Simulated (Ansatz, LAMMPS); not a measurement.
# An extra electron or hole in amorphous 29Ga2O3-71GeO2 (mol %) (86 atoms), part 2 of 5

Does an extra electron or hole in amorphous 29Ga2O3-71GeO2 (mol %) (86 atoms) stay spread out, or do the atoms trap it?

Ansatz 0.2.0; Kohn-Sham DFT, PBE, PAW (set soft_1), plane waves; PAW set soft_1.

The cell: 14 Ga, 17 Ge and 55 O. The quench rate of 100 K/ps far exceeds what a furnace or splat quench reaches. The network of bonds at the start is that of the classical potential that made the cell. Sampling is at Γ alone, for a cell whose shortest periodic width is 10 Å.

So far. Step 2 (Single point at the start): The r.m.s. force at the start is 0.83 eV/Å. Step 3 (Relaxation): The relaxation converged after 23 steps, 6.34 eV below its start, with a largest force component of 0.038 eV/Å.

## 4. Single point at the relaxed geometry

One more single point at the end of the walk gives the fuller output and checks the residual forces.

input.yaml

```yaml
crystal:
  lattice:
    - [10.12338, 0.0, 0.0]
    - [0.0, 10.12338, 0.0]
    - [0.0, 0.0, 10.12338]
  atoms:
    - { symbol: Ga, position: [0.73131, 0.1866, 0.20887] }
    - { symbol: Ga, position: [0.2397, 0.10275, 0.98175] }
    - { symbol: Ga, position: [0.56164, 0.01043, 0.39819] }
    - { symbol: Ga, position: [0.50635, 0.00762, 0.87759] }
    - { symbol: Ga, position: [0.7102, 0.87663, 0.12448] }
    - { symbol: Ga, position: [0.87037, 0.02032, 0.44099] }
    [... 74 atom lines left out ...]
    - { symbol: O, position: [0.14587, 0.49213, 0.18799] }
    - { symbol: O, position: [0.44465, 0.41945, 0.19541] }
    - { symbol: O, position: [0.37388, 0.6332, 0.36473] }
    - { symbol: O, position: [0.78183, 0.66618, 0.02338] }
    - { symbol: O, position: [0.69359, 0.00369, 0.26487] }
    - { symbol: O, position: [0.81738, 0.55066, 0.53896] }
kpoints:
  mp_grid: { grid: [1, 1, 1] }
hamiltonian:
  xc: pbe
  pseudopotentials: { kind: paw, azcp: { folder: soft_1 } }
scf:
  occupations: { method: fermi_dirac, width: 0.025 }
output:
  forces: true
  stress: true
  populations: true
  dos:
    method: { smearing: { sigma: 0.15 } }
    de: 0.1
    projected: { site_lists: { Ga: [Ga], Ge: [Ge], O: [O] } }
  eigenvalues: true
  write_density: true
  write_potential: true
  volumetric_format: npy
```

Started as:

```bash
$ ansatz run input.yaml --threads 4 --pin off --max-ram 8192MiB --backend cpu --events-out ev --progress --plain --runs-dir out
```

What it wrote:

```text
[...]
Crystal: 86 atoms, lattice volume = 1037.473 Å³
Basis set: ecut = 420 eV, 20341 PW (Γ), exchange–correlation on 144×144×144 points (8 copies of the dense FFT grid, shifted against one another)
Bands: 461, of which v1, the nominal top of the filled ones, is band 375 counted from 1 (374 counted from 0)
Symmetry: 1 space group operations
[...]
k-points: 1
[...]
SCF iter   1: F=—  HF=-157205.615560 eV  |F-HF|=—  |Δ(HF+E_count)|=         —  Δρ=1.09e-1  dr2=7.66e1  ethr=3.10e-3  ⟨swp⟩=6.0  Hψ=1850  notcnv=0
[...]
SCF iter  13: F=-157181.763794 eV  HF=-157181.763794 eV  |F-HF|=1.63e-8  |Δ(HF+E_count)|=   3.55e-7  Δρ=3.10e-6  dr2=8.94e-8  ethr=1.33e-11  ⟨swp⟩=16.0  Hψ=3567  notcnv=0
SCF 1 converged in 13 iterations: F = -157181.763794 eV  dr2 = 8.94e-8
[...]
SCF converged after 13 iterations
Free energy (F): -157181.763794 eV
[...]
Internal energy: -157181.763794 eV  (E = F + TS)
E sigma→0 (E₀):  -157181.763794 eV
Fermi energy:    7.098309 eV
[...]
--- Forces (eV/Å), atoms counted from 1 ---
  atom   1  Ga     0.02282518     0.00033312     0.01565288
  atom   2  Ga    -0.03841076     0.02562489    -0.00034893
  atom   3  Ga     0.00419775    -0.01343659     0.01954219
  atom   4  Ga    -0.01268701     0.00998081    -0.01921391
  atom   5  Ga    -0.00042888    -0.02821023     0.02131353
  atom   6  Ga     0.00459650     0.01319140     0.01399745
  atom   7  Ga     0.00214959     0.00872029     0.02218912
  atom   8  Ga    -0.00297012    -0.01869426    -0.01206789
  atom   9  Ga     0.02657732     0.02341873    -0.01169800
  atom  10  Ga    -0.02596475     0.00649846     0.00207276
  atom  11  Ga     0.02112952     0.00786120    -0.01950816
  atom  12  Ga     0.01633752    -0.01286981    -0.00657335
  atom  13  Ga    -0.02128468     0.00083668    -0.00633449
  atom  14  Ga    -0.02227832     0.01059413    -0.02479479
[...]
atom  85  O      0.00147277    -0.00562726    -0.00842201
  atom  86  O     -0.00269692     0.00554704     0.00839713
  max |Σ_I F_I| component: 3.49e-5 eV/Å
--- Stress (GPa, compression-positive) ---
       -0.773710      -1.057227      -0.749070
       -1.057227       2.068410       1.712629
       -0.749070       1.712629       0.208144
  P = ⅓ Tr σ = 0.5009 GPa (5.009 kbar)
--- Band table (eV) ---
[...]
--- Löwdin populations: 86 sites ---
  site symbol       q [e]
     0     Ga     11.9252
     1     Ga     11.9593
     2     Ga     11.9252
[...]
85      O      6.6652
  spilling = 0.004524 (of n_electrons = 750.000000)
```

It took 17 s on 4 threads of Intel Xeon Platinum 8488C (Sapphire Rapids), shared host; peak memory 1.7 GiB; 61 s of CPU time.

Numbers from this run:

```yaml
free_energy: -157181.7638 eV
free_energy_per_atom: -1827.6949 eV/atom
scf_cycles: 13
pressure: 0.5009 GPa
r_m_s_force_component: 0.01172 eV/Å
longest_force: 0.04618 eV/Å
fermi_energy: 7.098 eV
spacing_of_highest_filled_and_lowest_empty_level: 1.487 eV
spilling_of_the_projection: 0.004524
```

Löwdin charges by element and coordination (they lack the spilled electrons, 0.039 e an atom on average):

| element | coordination | atoms | mean charge (e) | spread | least | most |
| --- | --- | --- | --- | --- | --- | --- |
| Ga | all | 14 | 1.06 | 0.0199 | 1.03 | 1.10 |
| Ga | 4 | 4 | 1.08 | 0.0188 | 1.05 | 1.10 |
| Ga | 5 | 7 | 1.07 | 0.0093 | 1.05 | 1.08 |
| Ga | 6 | 3 | 1.04 | 0.0085 | 1.03 | 1.05 |
| Ge | all | 17 | 1.46 | 0.0228 | 1.41 | 1.49 |
| Ge | 4 | 11 | 1.47 | 0.0147 | 1.44 | 1.49 |
| Ge | 5 | 4 | 1.45 | 0.0157 | 1.42 | 1.46 |
| Ge | 6 | 2 | 1.42 | 0.0046 | 1.41 | 1.42 |
| O | all | 55 | -0.660 | 0.018 | -0.721 | -0.623 |
| O | 2 | 23 | -0.669 | 0.0178 | -0.721 | -0.644 |
| O | 3 | 29 | -0.655 | 0.0149 | -0.684 | -0.624 |
| O | 4 | 3 | -0.647 | 0.0169 | -0.659 | -0.623 |

Density of states as counts of states in windows of 1 eV (from the Fermi level), total and the larger projections:

| from (eV) | to (eV) | total | O p | Ge p | Ge s | Ga d |
| --- | --- | --- | --- | --- | --- | --- |
| -14 | -13 | 73.2 | 0.9 | 0.3 | 0.2 | 69.0 |
| -13 | -12 | 0.4 | 0.0 | 0.0 | 0.0 | 0.3 |
| -12 | -11 | 0.0 | 0.0 | 0.0 | 0.0 | 0.0 |
| -11 | -10 | 1.2 | 0.6 | 0.0 | 0.4 | 0.0 |
| -10 | -9 | 11.5 | 5.8 | 0.3 | 3.9 | 0.1 |
| -9 | -8 | 12.4 | 6.7 | 0.6 | 3.2 | 0.1 |
| -8 | -7 | 18.7 | 11.4 | 1.2 | 1.8 | 0.1 |
| -7 | -6 | 25.6 | 17.4 | 3.1 | 0.6 | 0.1 |
| -6 | -5 | 33.7 | 24.6 | 4.2 | 0.4 | 0.2 |
| -5 | -4 | 42.7 | 33.3 | 3.6 | 0.4 | 0.2 |
| -4 | -3 | 49.7 | 42.5 | 2.1 | 0.2 | 0.3 |
| -3 | -2 | 66.9 | 62.2 | 1.1 | 0.1 | 0.3 |
| -2 | -1 | 61.7 | 59.3 | 0.5 | 0.1 | 0.2 |
| -1 | 0 | 6.0 | 5.8 | 0.0 | 0.0 | 0.0 |
| 0 | 1 | 2.0 | 0.3 | 0.0 | 0.6 | 0.0 |
| 1 | 2 | 0.0 | 0.0 | 0.0 | 0.0 | 0.0 |
| 2 | 3 | 5.2 | 1.6 | 0.3 | 1.4 | 0.0 |
| 3 | 4 | 17.1 | 5.3 | 1.4 | 4.1 | 0.0 |
| 4 | 5 | 20.1 | 6.1 | 2.0 | 3.6 | 0.0 |

Between -26 and -14 eV lie 346 more states.

The levels nearest the highest filled one (over half full), pooled over k-points and spins:

| level less the highest filled one (eV) | occupation |
| --- | --- |
| -0.356 | 2 |
| -0.325 | 2 |
| -0.291 | 2 |
| -0.230 | 2 |
| -0.0404 | 2 |
| 0 | 2 |
| 1.49 | 0 |
| 3.55 | 0 |
| 3.74 | 0 |
| 3.77 | 0 |
| 3.81 | 0 |
| 4.01 | 0 |

Electrostatic potential energy in the ab plane at fractional z = 0.193, with atoms of Ga and Ge and O within 0.2 Å of it. With pseudopotentials it is smooth inside the atoms' cores, unlike the true potential.

Ten even steps from '_' (-22 eV) to '@' (15 eV), each cell a mean:
```
######**==++########++==##@@@@@@@@%%##****##%%%%@@%%%%##
::--==##%%%%%%%%##++____..##@@@@%%##**++++++##%%%%%%##==
::::..++##%%%%%%##++____..##@@@@%%##++****++**%%%%##++..
--::..==##%%%%%%####++==**%%@@@@%%##++++++++**%%%%##==..
::..::**%%%%%%%%######%%%%@@@@@@%%%%**++****##%%%%%%++::
==++**%%%%%%%%%%%%##%%%%@@@@@@@@%%##::::++##%%%%%%##++==
##%%%%@@@@@@@@%%%%%%%%@@@@@@@@@@@@++____--##****##++..::
%%@@@@@@@@@@%%%%####%%%%@@@@@@@@@@##--::++--::::--==--++
@@@@@@@@@@%%##++++++**##%%@@@@@@@@@@%%##==..::::..==##%%
@@@@@@@@@@%%**##@@@@##**%%@@@@@@@@@@%%##==..----..--##@@
@@@@%%++--++++@@@@@@%%++%%@@@@@@@@@@%%%%**--::::::++%%@@
@@@@++______==**@@@@****##%%@@@@@@@@@@%%%%**++++**%%%%@@
@@%%++______****++++**--..::##@@@@@@@@@@@@%%**##%%@@@@@@
@@%%%%++==**%%%%%%%%##______==%%@@@@@@@@@@@@%%%%@@@@@@@@
%%%%%%%%@@@@@@@@@@%%%%..____++%%@@@@@@@@@@@@@@@@@@@@@@@@
%%%%%%@@@@@@@@@@@@@@@@##****##%%%%@@@@%%%%%%@@@@@@@@@@%%
%%%%%%@@@@@@@@@@@@@@@@%%%%%%%%%%%%%%%%######%%%%%%@@%%%%
**####%%@@@@@@@@@@@@@@@@%%%%%%%%%%%%**++**++++##%%%%%%##
****++##%%@@@@@@@@@@@@@@@@@@%%%%%%##++%%@@@@****%%%%**++
@@@@##**%%@@@@@@@@@@@@@@@@@@@@@@%%##++@@@@@@##**####++%%
@@@@%%++%%%%%%%%%%@@@@@@@@@@@@@@%%##++##%%%%++##%%##++@@
%%%%++**%%%%%%####%%%%@@@@@@@@@@@@%%##**++**##%%%%%%****
********==++##****##%%@@@@@@@@@@@@@@%%####%%%%%%@@%%%%**
##%%##==__..******##%%@@@@@@@@@@@@%%%%****%%%%@@@@@@%%%%
```
Columns run along a (10.1 Å; values clipped at the 3rd and 97th percentile), rows up along b (10.1 Å). Atoms in or near the plane, at fractional coordinates: Ga at (0.73, 0.19), Ga at (0.31, 0.56), Ga at (0.02, 0.15), Ge at (0.02, 0.85), Ge at (0.81, 0.61), O at (0.40, 0.91), O at (0.15, 0.49), O at (0.44, 0.42).

Valence density in the ab plane at fractional z = 0.193, with atoms of Ga and Ge and O within 0.2 Å of it. It is the smooth field of the valence electrons, not physical close to the nuclei.

Ten steps, logarithmic in the rise over the least value, from '_' (0 e/Å³) to '@' (25 e/Å³), each cell a mean:
```
....::--==--::....::--==--..______..::--::..______......
----::............--++**++--..______..::::..______....::
####==....______..--++**++::________..----::..______..==
@@@@++::..______..::--==--..________..::::..______..::++
****--::....______........________..::::::..______..::--
::::........____________________..::====--..____..::----
::..__......________....________..--++++==::....::--====
::________________........______..::====--::--------==--
..____________..::::::....________....::::++@@@@**::::..
______........==####==..______________....++@@@@**::..__
____::====--::**@@@@++::..______________..::++++--..____
__..--**##++--==****--::::::..__________..::::::....____
__..--**##++--::::::::==++++--..________..::--::..______
____::--==--..____..--++##**==..__________..::::..______
______......________::++**++--..__________......________
____________________..::----..__________________________
________________________....____________________________
......______________________________..::--::..__________
----::..__________________________..::++%%##--........::
%%%%==..____________....____________::**@@%%==......::++
@@@@++....__________....____________..==**++::......::++
++++--::::....______________________....::....______..--
....::--==--::......________________..::::..________....
....::==++==--::..........________..::----..________....
```
Columns run along a (10.1 Å), rows up along b (10.1 Å). Atoms in or near the plane, at fractional coordinates: Ga at (0.73, 0.19), Ga at (0.31, 0.56), Ga at (0.02, 0.15), Ge at (0.02, 0.85), Ge at (0.81, 0.61), O at (0.40, 0.91), O at (0.15, 0.49), O at (0.44, 0.42).

Filled and empty levels are parted by 1.49 eV (at Γ alone); a semilocal functional tends to put such gaps too low. In a disordered cell it changes from sample to sample, and tail or defect levels can set it. Mean Löwdin charges: Ga +1.06, Ge +1.46, O -0.66 e (they miss 0.45 % of the electrons, so they add up to more than the cell's charge).

[end of part 2 of 5]

[Long decimals in the printed logs are rounded to 6 places.]

[Logs are printed without paths, hosts, clocks, repeated set-up lines and the standing remarks that a program may print on its own settings, such as how far it seeks lower states.]

[Hosts, paths, dates, database ids (printed as entryN), source tags and the programs' standing remarks are cut or masked in the printed files.]
